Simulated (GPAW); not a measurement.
# An RPA energy curve for CaAlSiH (P3m1)

Aim: the energy of CaAlSiH (P3m1) along a change of volume by DFT, exact exchange and EXX+RPA.

Main program and level: GPAW 26.7.0; LDA and many-body steps on it, plane waves.

Report form: the programs' logs are mostly left out.

### 1. Starting point

Symmetry: P3m1, No. 156, trigonal system. The conventional cell has a = 4.143 Å, b = 4.143 Å, c = 4.698 Å, α = 90.00°, β = 90.00°, γ = 120.00°. Ca has 3 H at 2.42 Å and 3 Si at 3.14 Å nearest. Al has 1 H at 1.75 Å and 3 Si at 2.45 Å nearest. Nearest to Si lie 3 Al at 2.45 Å and 3 Ca at 3.14 Å. Nearest to H lie 1 Al at 1.75 Å and 3 Ca at 2.42 Å. Farther neighbours are not listed.

The cell and positions are those that the Materials Project relaxed with its own functionals (PBE, PBE+U or r2SCAN), kept fixed.

### 2. Ground state

This step: GPAW 26.7.0; DFT, LDA, plane waves, PAW.

The ground-state density comes first.

Contents of run.py:

```python
import json
import numpy as np
from gpaw.mpi import world
from ase import Atoms
from gpaw import GPAW, PW, FermiDirac

atoms = Atoms(['Ca', 'Al', 'Si', 'H'],
    cell=[[4.1432802295, 0.0000000000, 0.0000000000],
      [-2.0716401148, 3.5881859337, 0.0000000000],
      [0.0000000000, 0.0000000000, 4.6982260000]],
    scaled_positions=[[0.0000000000, 0.0000000000, 0.9999210000],
      [0.6666666667, 0.3333333333, 0.4571120000],
      [0.3333333333, 0.6666666667, 0.5658920000],
      [0.6666666667, 0.3333333333, 0.0837750000]],
    pbc=(True, True, True))
calc = GPAW(mode=PW(600),
    xc='LDA',
    kpts={'size': (6, 6, 6), 'gamma': True},
    occupations=FermiDirac(0.001),
    nbands=-8,
    convergence={'density': 1e-6, 'bands': -3},
    maxiter=100,
    txt='gs.txt')
atoms.calc = calc
res = {'energy': atoms.get_potential_energy()}
kpts = calc.get_ibz_k_points()
res['kpts'] = kpts
res['eigenvalues'] = [calc.get_eigenvalues(kpt=k) for k in range(len(kpts))]
res['n_electrons'] = calc.get_number_of_electrons()
calc.write('gs.gpw')

if world.rank == 0:
    with open('result.json', 'w') as f:
        json.dump(res, f, default=lambda x: x.tolist())
```

Started as:

```console
mpirun -n 4 gpaw python run.py
```

Run time: 6.4 s. Hardware: 4 MPI ranks of Intel Xeon 6975P-C (Granite Rapids), shared host; peak memory 0.72 GiB.

Numbers from this step:

```yaml
total_energy: -17.68 eV
gap: 0.2627 eV
k_of_the_valence_top: 0, 0, 0.5
k_of_the_conduction_bottom: 0.5, 0.5, 0
least_direct_gap: 1.200 eV
```

The gap is indirect, with the least direct gap 0.94 eV higher.

### 3. Empty states on the mesh

The sums over transitions need many empty states on a uniform mesh; this step solves for them.

run.py, as its differences from that of step 2:

```diff
@@ -17,10 +17,12 @@
     xc='LDA',
-    kpts={'size': (6, 6, 6), 'gamma': True},
+    kpts={'size': (3, 3, 2), 'gamma': True},
     occupations=FermiDirac(0.001),
-    nbands=-8,
-    convergence={'density': 1e-6, 'bands': -3},
-    maxiter=100,
-    txt='gs.txt')
+    convergence={'density': 1e-6},
+    parallel={'domain': 1, 'band': 1},
+    txt='nscf.txt')
 atoms.calc = calc
-res = {'energy': atoms.get_potential_energy()}
+atoms.get_potential_energy()
+calc.diagonalize_full_hamiltonian(nbands=362)
+calc.write('full.gpw', mode='all')
+res = {}
 kpts = calc.get_ibz_k_points()
@@ -29,3 +31,2 @@
 res['n_electrons'] = calc.get_number_of_electrons()
-calc.write('gs.gpw')
```

Started as:

```console
mpirun -n 4 gpaw python run.py
```

Run time: 16 s. Hardware: 4 MPI ranks; peak memory 2.1 GiB; 61 s of CPU time.

This step gave:

```yaml
gap: 0.5806 eV
k_of_the_valence_top: 0, 0, 0.5
k_of_the_conduction_bottom: 0.3333, 0, 0
least_direct_gap: 1.294 eV
k_points_computed: 6
lowest_point_of_the_top_converged_band_above_the_valence_top: 155.7957 eV
```

On this mesh the gap is 0.581 eV. The earlier step found 0.263 eV, so this mesh misses an edge.

### 4. EXX and RPA energies

The RPA correlation energy is summed at several response cutoffs, since it converges slowly from above.

This step: EXX+RPA on LDA, plane waves, PAW.

Contents of run.py:

```python
import json
import numpy as np
from gpaw.mpi import world
from gpaw.hybrids.energy import non_self_consistent_energy
from gpaw.xc.rpa import RPACorrelation

exx = non_self_consistent_energy('full.gpw', 'EXX')
ecut = [93.6, 109.2, 124.8, 140.4, 156.0]
rpa = RPACorrelation('full.gpw', ecut=ecut, nfrequencies=10, skip_gamma=False, txt='rpa.txt')
res = {'exx_terms': exx, 'ec': rpa.calculate()}

if world.rank == 0:
    with open('result.json', 'w') as f:
        json.dump(res, f, default=lambda x: x.tolist())
```

Started as:

```console
mpirun -n 4 gpaw python run.py
```

Elapsed: 52 s, on 4 MPI ranks; peak memory 1.5 GiB.

This step gave:

```yaml
exx_total_energy: -69.6333 eV
dft_energy_on_this_mesh: -17.38 eV
rpa_correlation_extrapolated: -24.96 eV
exx_rpa_energy: -94.5966 eV
```

Extrapolated over the last four rungs as cutoff^-3/2; the ladder scales with the cell. RPA ladder, by row:

```tsv
response cutoff (eV)	correlation energy (eV)
93.6	-19.63
109.2	-20.59
124.8	-21.37
140.4	-21.92
156	-22.43
```

### 5. EXX and RPA energies, volume -5%

The cell differs from the one that the last finished run ended in (a 4.143 → 4.073 Å, b 4.143 → 4.073 Å, c 4.698 → 4.619 Å).

run.py, as its differences from that of step 4:

```diff
@@ -7,3 +7,3 @@
 exx = non_self_consistent_energy('full.gpw', 'EXX')
-ecut = [93.6, 109.2, 124.8, 140.4, 156.0]
+ecut = [96.856, 112.999, 129.141, 145.284, 161.427]
 rpa = RPACorrelation('full.gpw', ecut=ecut, nfrequencies=10, skip_gamma=False, txt='rpa.txt')
```

Started as:

```console
mpirun -n 4 gpaw python run.py
```

Run time: 53 s. Hardware: 4 MPI ranks; peak memory 1.4 GiB; 3.5 min of CPU time.

This step gave:

```
EXX total energy              : -69.4742 eV
DFT energy on this mesh       : -17.42 eV
RPA correlation, extrapolated : -25.14 eV
EXX+RPA energy                : -94.6178 eV
```

### 6. EXX and RPA energies, volume +5%

The cell differs from the one that the last finished run ended in (a 4.073 → 4.211 Å, b 4.073 → 4.211 Å, c 4.619 → 4.775 Å).

run.py, as its differences from that of step 5:

```diff
@@ -7,3 +7,3 @@
 exx = non_self_consistent_energy('full.gpw', 'EXX')
-ecut = [96.856, 112.999, 129.141, 145.284, 161.427]
+ecut = [90.604, 105.705, 120.806, 135.907, 151.007]
 rpa = RPACorrelation('full.gpw', ecut=ecut, nfrequencies=10, skip_gamma=False, txt='rpa.txt')
```

Started as:

```console
mpirun -n 4 gpaw python run.py
```

Run time: 52 s. Hardware: 4 MPI ranks; peak memory 1.5 GiB.

This step gave:

- EXX total energy: -69.6995 eV
- DFT energy on this mesh: -17.28 eV
- RPA correlation, extrapolated: -24.81 eV
- EXX+RPA energy: -94.5049 eV

### 7. EXX and RPA energies, volume -10%

The cell differs from the one that the last finished run ended in (a 4.211 → 4.000 Å, b 4.211 → 4.000 Å, c 4.775 → 4.536 Å).

run.py, as its differences from that of step 6:

```diff
@@ -7,3 +7,3 @@
 exx = non_self_consistent_energy('full.gpw', 'EXX')
-ecut = [90.604, 105.705, 120.806, 135.907, 151.007]
+ecut = [100.411, 117.146, 133.881, 150.616, 167.351]
 rpa = RPACorrelation('full.gpw', ecut=ecut, nfrequencies=10, skip_gamma=False, txt='rpa.txt')
```

Started as:

```console
mpirun -n 4 gpaw python run.py
```

Elapsed: 52 s, on 4 MPI ranks; peak memory 1.4 GiB; 3.4 min of CPU time.

Numbers from this step:

```
EXX total energy              : -69.1982 eV
DFT energy on this mesh       : -17.37 eV
RPA correlation, extrapolated : -25.35 eV
EXX+RPA energy                : -94.5456 eV
```

### 8. EXX and RPA energies, volume +10%

The cell differs from the one that the last finished run ended in (a 4.000 → 4.277 Å, b 4.000 → 4.277 Å, c 4.536 → 4.850 Å).

run.py, as its differences from that of step 7:

```diff
@@ -7,3 +7,3 @@
 exx = non_self_consistent_energy('full.gpw', 'EXX')
-ecut = [100.411, 117.146, 133.881, 150.616, 167.351]
+ecut = [87.838, 102.477, 117.117, 131.756, 146.396]
 rpa = RPACorrelation('full.gpw', ecut=ecut, nfrequencies=10, skip_gamma=False, txt='rpa.txt')
```

Started as:

```console
mpirun -n 4 gpaw python run.py
```

Run time: 48 s. Hardware: 4 MPI ranks; peak memory 1.4 GiB; 3.2 min of CPU time.

This step gave:

```
EXX total energy              : -69.6911 eV
DFT energy on this mesh       : -17.13 eV
RPA correlation, extrapolated : -24.67 eV
EXX+RPA energy                : -94.3597 eV
```

### 9. The curve

Energies in meV per atom from the starting cell, scaled with fractional positions kept. Times are wall times on 4 MPI ranks of Intel Xeon 6975P-C (Granite Rapids), shared host, good to a factor of about two.

```tsv
volume (Å³/atom)	LDA	EXX	EXX+RPA	time
15.72	3	109	13	52 s
16.59	-9	40	-5	53 s
17.46	0	0	0	52 s
18.34	25	-17	23	52 s
19.21	62	-14	59	48 s
```

### 10. What came out

- LDA: minimum near 16.7 Å³/atom
- EXX: minimum near 18.6 Å³/atom
- EXX+RPA: minimum near 16.9 Å³/atom

In words: A parabola through the points gives: LDA, minimum near 16.7 Å³/atom; EXX, minimum near 18.6 Å³/atom; EXX+RPA, minimum near 16.9 Å³/atom. The extrapolated correlation energy is far from exact, and only its change with volume is used, so the RPA minimum is rough. Orbitals are those of the functional, the mesh is coarse and the lattice static.

[Paths, hosts, dates, memory and timing lines, banners, echoed tables and standing remarks are left out of the program output.]

[Logs are printed without paths, hosts, clocks, repeated set-up lines and the standing remarks that a program may print on its own settings, such as how far it seeks lower states.]

[Runs of the session that timed out or met a known fault of the program may be left out.]

[Hosts, paths, dates, database ids (printed as entryN), source tags and the programs' standing remarks are cut or masked in the printed files.]
